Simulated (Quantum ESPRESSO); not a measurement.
# SiC(110), H on both faces, stepped through the number of layers, part 9 of 11

Aim: how the results for SiC(110), H on both faces change with the number of layers.

Quantum ESPRESSO 7.5; plane-wave DFT, PBE, GBRV ultrasoft pseudopotentials.

So far. Step 11 (Relaxation with pw.x, 4 layers): The relaxation lowers the energy by 5 meV an atom. Step 14 (Relaxing the ions, 9 layers): The relaxation lowers the energy by 3 meV an atom.

## (15) Ground state, 9 layers

Input file m6.f0.in:

```
&control
  prefix = 'm6.f0'
  outdir = './out'
  pseudo_dir = './pseudo'
  calculation = 'scf'
  tprnfor = .true.
  tefield = .true.
  dipfield = .true.
/
&system
  ibrav = 0
  nat = 22
  ntyp = 3
  ecutwfc = 40
  ecutrho = 200
  occupations = 'smearing'
  smearing = 'fd'
  degauss = 0.002
  edir = 3
  emaxpos = 0.97
  eopreg = 0.04
  eamp = 0.0
  nbnd = 42
/
&electrons
  conv_thr = 1e-09
  mixing_beta = 0.4
  electron_maxstep = 120
  mixing_mode = 'plain'
/
ATOMIC_SPECIES
  H   1.0080  h_pbe_v1.4.uspp.F.UPF
  Si  28.0850  si_pbe_v1.uspp.F.UPF
  C   12.0110  c_pbe_v1.2.uspp.F.UPF
CELL_PARAMETERS angstrom
  4.37818550200000 0.00000000000000 0.00000000000000
  0.00000000000000 3.09619996900000 0.00000000000000
  0.00000000000000 0.00000000000000 30.77978802549718
ATOMIC_POSITIONS crystal
  H   0.811864388300 0.000000000000 0.258594121400
  H   0.387570656000 0.500000000000 0.270239864300
  Si  0.002999360900 0.000000000000 0.299243879800
  C   0.244328962500 0.500000000000 0.299880859800
  Si  0.501408630600 0.500000000000 0.349139634600
  C   0.750237897300 0.000000000000 0.348992733600
  Si  0.001184150400 0.000000000000 0.399344598500
  C   0.251035613800 0.500000000000 0.399388571400
  Si  0.501030269800 0.500000000000 0.449689808200
  C   0.751130743500 0.000000000000 0.449648536100
  Si  0.001035809900 0.000000000000 0.500000000000
  C   0.251112253100 0.500000000000 0.500000000000
  Si  0.501030269800 0.500000000000 0.550310191800
  C   0.751130743500 0.000000000000 0.550351463900
  Si  0.001184150400 0.000000000000 0.600655401500
  C   0.251035613800 0.500000000000 0.600611428600
  Si  0.501408630600 0.500000000000 0.650860365400
  C   0.750237897300 0.000000000000 0.651007266400
  Si  0.002999360900 0.000000000000 0.700756120200
  C   0.244328962500 0.500000000000 0.700119140200
  H   0.387570656000 0.500000000000 0.729760135700
  H   0.811864388300 0.000000000000 0.741405878600
K_POINTS automatic
  4 8 1 0 0 0
```

On the command line:

```bash
$ OMP_NUM_THREADS=1 mpirun -n 4 pw.x -nk 2 -in m6.f0.in > m6.f0.out
```

Log:

```text
[banner, memory and clock lines left out]
Program PWSCF v.7.5 starts
[...]
number of electrons       =        76.00
     number of Kohn-Sham states=           42
     kinetic-energy cutoff     =      40.0000  Ry
     charge density cutoff     =     200.0000  Ry
[...]
number of k points=    18  Fermi-Dirac smearing, width (Ry)=  0.0020
[...]
Dense  grid:   134459 G-vectors     FFT dimensions: (  40,  27, 270)
[...]
negative rho (up, down):  1.134E-03 0.000E+00
[...]
Starting wfcs are   76 randomized atomic wfcs
[...]
negative rho (up, down):  9.694E-04 0.000E+00
[...]
estimated scf accuracy    <       4.16784949 Ry
[...]
negative rho (up, down):  1.134E-03 0.000E+00
[...]
estimated scf accuracy    <       0.21666121 Ry
[...]
negative rho (up, down):  1.309E-03 0.000E+00
[...]
estimated scf accuracy    <       0.05994199 Ry
[...]
negative rho (up, down):  1.444E-03 0.000E+00
[...]
estimated scf accuracy    <       0.02322837 Ry
[...]
negative rho (up, down):  1.499E-03 0.000E+00
[...]
estimated scf accuracy    <       0.00446223 Ry
[...]
negative rho (up, down):  1.526E-03 0.000E+00
[...]
estimated scf accuracy    <       0.00041994 Ry
[...]
negative rho (up, down):  1.542E-03 0.000E+00
[...]
estimated scf accuracy    <       0.00011294 Ry
[...]
negative rho (up, down):  1.552E-03 0.000E+00
[...]
estimated scf accuracy    <       0.00000778 Ry
[...]
negative rho (up, down):  1.558E-03 0.000E+00
[...]
estimated scf accuracy    <       0.00000237 Ry
[...]
negative rho (up, down):  1.562E-03 0.000E+00
[...]
estimated scf accuracy    <       0.00000050 Ry
[...]
negative rho (up, down):  1.564E-03 0.000E+00
[...]
estimated scf accuracy    <       0.00000009 Ry
[...]
negative rho (up, down):  1.566E-03 0.000E+00
[...]
estimated scf accuracy    <          5.5E-09 Ry
[...]
negative rho (up, down):  1.566E-03 0.000E+00
[...]
Total length         55.8388 bohr
[...]
estimated scf accuracy    <          1.5E-09 Ry
[...]
negative rho (up, down):  1.567E-03 0.000E+00
[...]
Computed dipole along edir(3) :
        Dipole                0.0000 Ry au,          0.0001 Debye
        Dipole field          0.0000 Ry au,
        Potential amp.       -0.0000 Ry
        Total length         55.8388 bohr
[...]
the Fermi energy is     2.6870 ev
!    total energy              =    -194.72990487 Ry
     estimated scf accuracy    <          4.3E-10 Ry
     smearing contrib. (-TS)   =      -0.00000000 Ry
     internal energy E=F+TS    =    -194.72990487 Ry
[...]
one-electron contribution =   -3913.76837128 Ry
     hartree contribution      =    1983.55638863 Ry
     xc contribution           =     -75.64241521 Ry
     ewald contribution        =    1811.12449300 Ry
     electric field correction =       0.00000000 Ry
     convergence has been achieved in  14 iterations
     negative rho (up, down):  1.567E-03 0.000E+00
[...]
Total force =     0.001764     Total SCF correction =     0.000026
[...]
```

Elapsed: 1.8 min, on 4 MPI ranks of Arm Neoverse V1, shared host; peak memory 0.97 GiB.

This step gave:

- Fermi energy: 2.687 eV
- dipole along the normal: 2.08e-5 e·Å
- valence top, on the run's zero: 1.594 eV
- conduction bottom, on the run's zero: 3.285 eV
- gap by band count: 1.691 eV

## (16) Ground state, 9 layers: field 0.1 V/Å

m6.f1.in is the input of step 15 with these lines changed:

```diff
@@ -1,3 +1,3 @@
 &control
-  prefix = 'm6.f0'
+  prefix = 'm6.f1'
   outdir = './out'
@@ -21,3 +21,3 @@
   eopreg = 0.04
-  eamp = 0.0
+  eamp = 0.00194469
   nbnd = 42
@@ -29,2 +29,3 @@
   mixing_mode = 'plain'
+  startingpot = 'file'
 /
```

On the command line:

```bash
$ cp -r out/m6.f0.save out/m6.f1.save
$ OMP_NUM_THREADS=1 mpirun -n 4 pw.x -nk 2 -in m6.f1.in > m6.f1.out
```

Log:

```text
[banner, memory and clock lines left out]
Program PWSCF v.7.5 starts
[...]
number of electrons       =        76.00
     number of Kohn-Sham states=           42
     kinetic-energy cutoff     =      40.0000  Ry
     charge density cutoff     =     200.0000  Ry
[...]
number of k points=    18  Fermi-Dirac smearing, width (Ry)=  0.0020
[...]
Dense  grid:   134459 G-vectors     FFT dimensions: (  40,  27, 270)
[...]
The initial density is read from file :
[...]
negative rho (up, down):  1.567E-03 0.000E+00
[...]
Starting wfcs are   76 randomized atomic wfcs
[...]
negative rho (up, down):  1.568E-03 0.000E+00
[...]
estimated scf accuracy    <       0.01265101 Ry
[...]
negative rho (up, down):  1.568E-03 0.000E+00
[...]
estimated scf accuracy    <       0.03312506 Ry
[...]
negative rho (up, down):  1.568E-03 0.000E+00
[...]
estimated scf accuracy    <       0.00012125 Ry
[...]
negative rho (up, down):  1.567E-03 0.000E+00
[...]
estimated scf accuracy    <       0.00000632 Ry
[...]
negative rho (up, down):  1.567E-03 0.000E+00
[...]
estimated scf accuracy    <       0.00000187 Ry
[...]
negative rho (up, down):  1.567E-03 0.000E+00
[...]
estimated scf accuracy    <       0.00000016 Ry
[...]
negative rho (up, down):  1.567E-03 0.000E+00
[...]
estimated scf accuracy    <       0.00000006 Ry
[...]
negative rho (up, down):  1.567E-03 0.000E+00
[...]
estimated scf accuracy    <          4.9E-09 Ry
[...]
negative rho (up, down):  1.567E-03 0.000E+00
[...]
estimated scf accuracy    <          8.7E-09 Ry
[...]
negative rho (up, down):  1.567E-03 0.000E+00
[...]
Computed dipole along edir(3) :
        Dipole                0.1892 Ry au,          0.4809 Debye
        Dipole field          0.0008 Ry au,
        E field amplitude [Ha a.u.]:  1.9447E-03
        Potential amp.        0.1229 Ry
        Total length         55.8388 bohr
[...]
the Fermi energy is     2.6600 ev
!    total energy              =    -194.73027292 Ry
     estimated scf accuracy    <          1.7E-10 Ry
     smearing contrib. (-TS)   =      -0.00000000 Ry
     internal energy E=F+TS    =    -194.73027292 Ry
[...]
one-electron contribution =   -3913.76714473 Ry
     hartree contribution      =    1983.55534158 Ry
     xc contribution           =     -75.64238663 Ry
     ewald contribution        =    1811.12449300 Ry
     electric field correction =      -0.00057615 Ry
     convergence has been achieved in  10 iterations
     negative rho (up, down):  1.567E-03 0.000E+00
[...]
Total force =     0.006775     Total SCF correction =     0.000026
[...]
```

Run time: 93 s. Hardware: 4 MPI ranks; peak memory 0.98 GiB; 6.2 min of CPU time.

This step gave:

- free energy: -2649.4403 eV
- Fermi energy: 2.66 eV
- dipole along the normal: 0.1001 e·Å
- valence top, on the run's zero: 1.628 eV
- conduction bottom, on the run's zero: 3.299 eV
- gap by band count: 1.672 eV

(Continued in part 10 of 11.)

[Logs are printed without paths, hosts, clocks, repeated set-up lines and the standing remarks that a program may print on its own settings, such as how far it seeks lower states.]

[Hosts, paths, dates, database ids (printed as entryN), source tags and the programs' standing remarks are cut or masked in the printed files.]

[Maps of the electrostatic potential energy from Ansatz leave out the sawtooth potential of an applied field or a dipole correction, so their vacuum need not be flat; planar profiles and work functions include it.]
